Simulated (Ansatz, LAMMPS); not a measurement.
# Relaxing aqueous Cs+ and SO4 2-, 1.9 mol of salt per kg of water, from a frame at 330 K (94 atoms)

Aim: bring aqueous Cs+ and SO4 2-, 1.9 mol of salt per kg of water, from a frame at 330 K (94 atoms) to a nearby minimum of the energy and see what moves.

Program: Ansatz 0.2.0. Level of theory: Kohn-Sham DFT, PBE+D4, PAW (set soft_2), plane waves. Results are calculated unless marked as measured.

## Step 1: Set-up

The cell holds 94 atoms: 33 O, 1 S, 58 H and 2 Cs. Cell: a = 9.892 Å, b = 9.892 Å, c = 9.892 Å, α = 90.0°, β = 90.0°, γ = 90.0°. 29 H2O, 2 Cs+, 1 SO4 2- placed at random, at 1.52 g/cm³; overlaps pushed apart, then 10 ps at 420 K with Joung-Cheatham ions (J. Phys. Chem. B 112, 9020 (2008)); MMFF94 bonds, angles, torsions, charges and radii (Halgren, J. Comput. Chem. 17, 490 (1996)) in harmonic and 12-6 forms; SPC/E water (Berendsen, Grigera and Straatsma, J. Phys. Chem. 91, 6269 (1987)). Snapshot after 20 ps at 330 K and fixed volume.

What the set-up can't give: The network of contacts between molecules at the start is that of the classical potential that made the cell. The concentration wasn't checked against solubility and may exceed it. The density was typed from a rule of thumb and may lie off the real one at this temperature. Only the Γ point is sampled, in a cell whose shortest periodic width is 10 Å. No spin–orbit coupling is included, so levels derived from the heavy atoms are approximate.

## Step 2: Single point at the start

A single point comes first, to see the forces before anything moves.

Input file input.yaml:

```yaml
crystal:
  lattice:
    - [9.89209, 0.0, 0.0]
    - [0.0, 9.89209, 0.0]
    - [0.0, 0.0, 9.89209]
  atoms:
    - { symbol: O, position: [0.53645, 0.38064, 0.20999] }
    - { symbol: S, position: [0.50158, 0.40515, 0.34903] }
    - { symbol: O, position: [0.35548, 0.42921, 0.35557] }
    - { symbol: O, position: [0.52873, 0.2986, 0.44768] }
    [... 84 atom lines left out ...]
    - { symbol: H, position: [0.47565, 0.58649, 0.55889] }
    - { symbol: O, position: [0.07772, 0.17883, 0.50006] }
    - { symbol: H, position: [0.11641, 0.26994, 0.52061] }
    - { symbol: H, position: [0.06975, 0.16742, 0.39994] }
    - { symbol: Cs, position: [0.78974, 0.2129, 0.49644] }
    - { symbol: Cs, position: [0.66384, 0.88905, 0.94939] }
kpoints:
  mp_grid: { grid: [1, 1, 1] }
hamiltonian:
  xc: pbe
  dispersion: d4
scf:
  occupations: { method: fermi_dirac, width: 0.025 }
output:
  forces: true
  stress: true
  populations: true
  dos:
    method: { smearing: { sigma: 0.1 } }
    de: 0.1
    projected: { site_lists: { Cs: [Cs], H: [H], O: [O], S: [S] } }
  eigenvalues: true
```

Launch:

```bash
$ ansatz run input.yaml --threads 4 --pin off --max-ram 8192MiB --backend cpu --events-out ev --progress --plain --runs-dir out
```

The job ended after 8.9 s (4 threads of Arm Neoverse V2, shared host; peak memory 1.1 GiB; 34 s of CPU time).

The program notes that the dispersion model switches parameters near this geometry.

The run gave:

* free energy: -31905.7290 eV
* free energy per atom: -339.4226 eV/atom
* SCF cycles: 9
* pressure: -0.01166 GPa
* r.m.s. force component: 0.6462 eV/Å
* longest force: 3.369 eV/Å
* Fermi energy: 1.021 eV
* gap (highest filled to lowest empty level): 4.241 eV
* spilling of the projection: 0.01144

The r.m.s. force component of 0.65 eV/Å and the pressure of -0.012 GPa set the starting point.

Length of the force by element:

```tsv
element	coordination	atoms	mean length of the force (eV/Å)	spread	least	most
Cs	all	2	0.735	0.468	0.267	1.20
H	all	58	0.977	0.323	0.321	1.55
O	all	33	0.946	0.673	0.222	3.37
S	all	1	3.22	0	3.22	3.22
```

## Step 3: Relaxation

The atoms are relaxed in the fixed cell, aiming at the force tolerance of the input.

input.yaml, the sections that differ from step 2:

```yaml
output:
  forces: true
relax:
  f_tol: 0.05
  max_steps: 200
# crystal, kpoints, hamiltonian, scf: as in step 2
```

The job ended after 2.2 min (4 threads; peak memory 1.1 GiB; 8.5 min of CPU time).

Notices of the run: relaxed geometry near dispersion switch.

Step by step (22 of 25):

```tsv
step	energy less that of the first step (eV)	largest force component (eV/Å)
1	0.0000	2.8671
2	-2.5520	1.7498
3	-4.2826	0.7013
4	-4.9340	0.7127
6	-5.6321	0.3492
7	-5.8489	0.5336
8	-6.0054	0.5078
9	-6.1123	0.5410
10	-6.1820	0.4582
11	-6.2198	0.1267
12	-6.2385	0.1112
14	-6.2607	0.0963
15	-6.2681	0.0784
16	-6.2766	0.1172
17	-6.2828	0.1597
18	-6.2855	0.4842
19	-6.2911	0.8290
20	-6.3146	0.1453
22	-6.2925	0.4004
23	-6.3414	0.4468
24	-6.3492	0.0349
25	-6.3492	0.0363
```

Relaxation step 22 was tried and not accepted.

The atoms that moved most (Å):

```tsv
atom	dx	dy	dz	length
H31	0.854	1.188	-0.444	1.529
H67	-0.682	-0.379	1.314	1.528
O12	1.132	0.276	-0.807	1.417
H13	0.957	0.147	-0.718	1.206
H25	0.688	0.017	-0.915	1.145
H44	0.713	-0.663	-0.534	1.111
O27	0.466	-0.158	0.968	1.086
O66	-0.569	-0.446	0.806	1.083
```

The relaxation changed the energy by -67.5 meV/atom, and atoms moved by 0.67 Å r.m.s., 1.5 Å at most.

## Step 4: Structure statistics after relaxation

Density 1.52 g/cm³, 10.30 Å³ an atom.

Pair distribution functions g(r), in bins of 0.2 Å:

```tsv
r (Å)	total	H-H	H-O	H-Cs	H-S	O-O	O-Cs
0.90	4.67	0.00	10.80	0.00	0.00	0.00	0.00
1.10	0.58	0.00	1.34	0.00	0.00	0.00	0.00
1.30	0.00	0.00	0.00	0.00	0.00	0.00	0.00
1.50	1.16	2.54	0.09	0.00	0.00	0.00	0.00
1.70	0.95	0.17	2.02	0.00	0.00	0.00	0.00
1.90	0.53	0.06	1.17	0.00	0.00	0.00	0.00
2.10	0.60	1.37	0.19	0.00	0.00	0.00	0.00
2.30	0.62	1.56	0.07	0.00	0.00	0.00	0.00
2.50	0.63	1.31	0.06	0.00	0.00	0.82	0.00
2.70	0.75	0.56	0.16	0.00	3.48	3.45	0.00
2.90	0.87	0.48	0.99	0.38	3.96	1.56	0.00
3.10	0.98	0.57	1.42	1.34	1.41	0.22	4.29
3.30	1.26	1.08	1.66	1.20	0.00	0.66	1.10
3.50	1.27	1.29	1.30	2.75	1.07	0.63	2.41
3.70	1.11	1.07	1.27	0.48	0.47	0.78	1.26
3.90	1.17	1.23	0.93	2.42	0.43	1.54	1.16
4.10	1.10	1.05	1.14	1.41	0.41	1.35	0.00
4.30	0.99	1.00	0.91	1.08	2.82	1.04	0.95
4.50	1.06	1.11	1.04	0.50	1.01	1.08	1.44
4.70	0.95	1.04	0.82	0.88	1.18	1.15	1.60
```

## Step 5: Single point at the relaxed geometry

The electronic structure is read at the final geometry, in a run of its own.

Input file input.yaml:

```yaml
crystal:
  lattice:
    - [9.89209, 0.0, 0.0]
    - [0.0, 9.89209, 0.0]
    - [0.0, 0.0, 9.89209]
  atoms:
    - { symbol: O, position: [0.50549, 0.37081, 0.18875] }
    - { symbol: S, position: [0.46518, 0.39817, 0.33263] }
    - { symbol: O, position: [0.31566, 0.42529, 0.33868] }
    - { symbol: O, position: [0.49855, 0.27797, 0.41773] }
    [... 84 atom lines left out ...]
    - { symbol: H, position: [0.46391, 0.60635, 0.53785] }
    - { symbol: O, position: [0.07557, 0.17774, 0.54771] }
    - { symbol: H, position: [0.10781, 0.26924, 0.57306] }
    - { symbol: H, position: [0.09897, 0.17319, 0.44991] }
    - { symbol: Cs, position: [0.77239, 0.17882, 0.53529] }
    - { symbol: Cs, position: [0.6976, 0.8574, 0.9539] }
kpoints:
  mp_grid: { grid: [1, 1, 1] }
hamiltonian:
  xc: pbe
  dispersion: d4
scf:
  occupations: { method: fermi_dirac, width: 0.025 }
output:
  forces: true
  stress: true
  populations: true
  dos:
    method: { smearing: { sigma: 0.15 } }
    de: 0.1
    projected: { site_lists: { Cs: [Cs], H: [H], O: [O], S: [S] } }
  eigenvalues: true
  write_density: true
  write_potential: true
  volumetric_format: npy
```

The job ended after 9.1 s (4 threads; peak memory 1.1 GiB; 35 s of CPU time).

Numbers from this run:

* free energy: -31912.0782 eV
* free energy per atom: -339.4902 eV/atom
* SCF cycles: 9
* pressure: -0.007845 GPa
* r.m.s. force component: 0.00761 eV/Å
* longest force: 0.03978 eV/Å
* Fermi energy: 0.9589 eV
* gap (highest filled to lowest empty level): 4.953 eV
* spilling of the projection: 0.01122

Löwdin charges by element (they lack the spilled electrons, 0.033 e an atom on average):

```tsv
element	coordination	atoms	mean charge (e)	spread	least	most
Cs	all	2	0.890	9.0e-4	0.889	0.891
H	all	58	0.385	0.0081	0.361	0.406
O	all	33	-0.709	0.0332	-0.799	-0.665
S	all	1	2.44	0	2.44	2.44
```

States in the cell by windows of 1 eV, zero at the Fermi level; the larger projections on atomic orbitals stand beside the total:

```tsv
from (eV)	to (eV)	total	O p	H s	O s	Cs p
-18	-12	0.0	0.0	0.0	0.0	0.0
-12	-11	0.2	0.1	0.0	0.1	0.0
-11	-10	1.8	0.8	0.2	0.6	0.0
-10	-9	16.5	11.2	4.7	0.1	0.2
-9	-8	44.7	28.6	11.4	0.4	3.7
-8	-7	14.8	4.9	0.7	0.8	7.6
-7	-6	15.1	11.5	1.7	1.7	0.1
-6	-5	24.3	19.7	1.7	2.4	0.1
-5	-4	26.8	23.8	0.7	1.5	0.1
-4	-3	38.7	37.8	0.2	0.1	0.1
-3	-2	27.1	26.6	0.1	0.0	0.1
-2	2	0.0	0.0	0.0	0.0	0.0
2	3	2.0	0.0	0.9	0.5	0.0
3	4	0.0	0.0	0.0	0.0	0.0
4	5	12.6	0.9	5.6	1.8	0.0
```

Between -25 and -18 eV lie 70 more states.

The levels nearest the highest filled one (over half full), pooled over k-points and spins:

```tsv
level less the highest filled one (eV)	occupation
-0.267	2
-0.247	2
-0.186	2
-0.115	2
-0.0626	2
0	2
4.95	0
6.74	0
6.78	0
6.90	0
6.98	0
7.08	0
```

Mean Löwdin charges: Cs +0.89, H +0.39, O -0.71, S +2.44 e (they miss 1.1 % of the electrons, so they add up to more than the cell's charge). The largest share in the top eV of filled states is O p (99 % of the projected weight), and in the lowest eV of empty states H s (45 % of the projected weight).

## Step 6: Outcome

```json
{"energy change in the relaxation": "-67.55 meV/atom", "r.m.s. displacement": "0.672 Å", "largest displacement": "1.529 Å", "free energy per atom": "-339.4902 eV/atom", "pressure": "-0.007845 GPa", "r.m.s. force component": "0.00761 eV/Å", "gap (highest filled to lowest empty level)": "4.953 eV", "wall time of the 3 DFT runs": "2.5 min"}
```

In words: Relaxation lowers the energy by 67.5 meV/atom and moves atoms by 0.67 Å r.m.s.; the r.m.s. force component goes from 0.65 to 0.0076 eV/Å, the pressure goes from -0.012 to -0.0078 GPa, and the gap from 4.24 to 4.95 eV. First to last step the energy falls by 6.349 eV; the largest move, 1.53 Å, is that of H31, with 1 other atom within 2 % of it. Between filled and empty levels lie 4.95 eV (at Γ alone); a semilocal functional tends to put such gaps too low. In a disordered cell it changes from sample to sample and from frame to frame.

**Limits.** The network of contacts between molecules at the start is that of the classical potential that made the cell; in DFT atoms moved by 0.67 Å r.m.s. The program warns that the dispersion model switches its C6 values near this geometry, which can put artefacts into forces and pressure. The relaxed geometry lies near a switch of the dispersion model's C6 values, so it may be an artefact of their interpolation.

[Logs are printed without paths, hosts, clocks, repeated set-up lines and the standing remarks that a program may print on its own settings, such as how far it seeks lower states.]

[Hosts, paths, dates, database ids (printed as entryN), source tags and the programs' standing remarks are cut or masked in the printed files.]

[The MMFF94 radii named for the starting cell were scaled by 0.96; in molecules described by MMFF94, hydrogen bound to N, O or S took a small fixed 12-6 site in their place.]
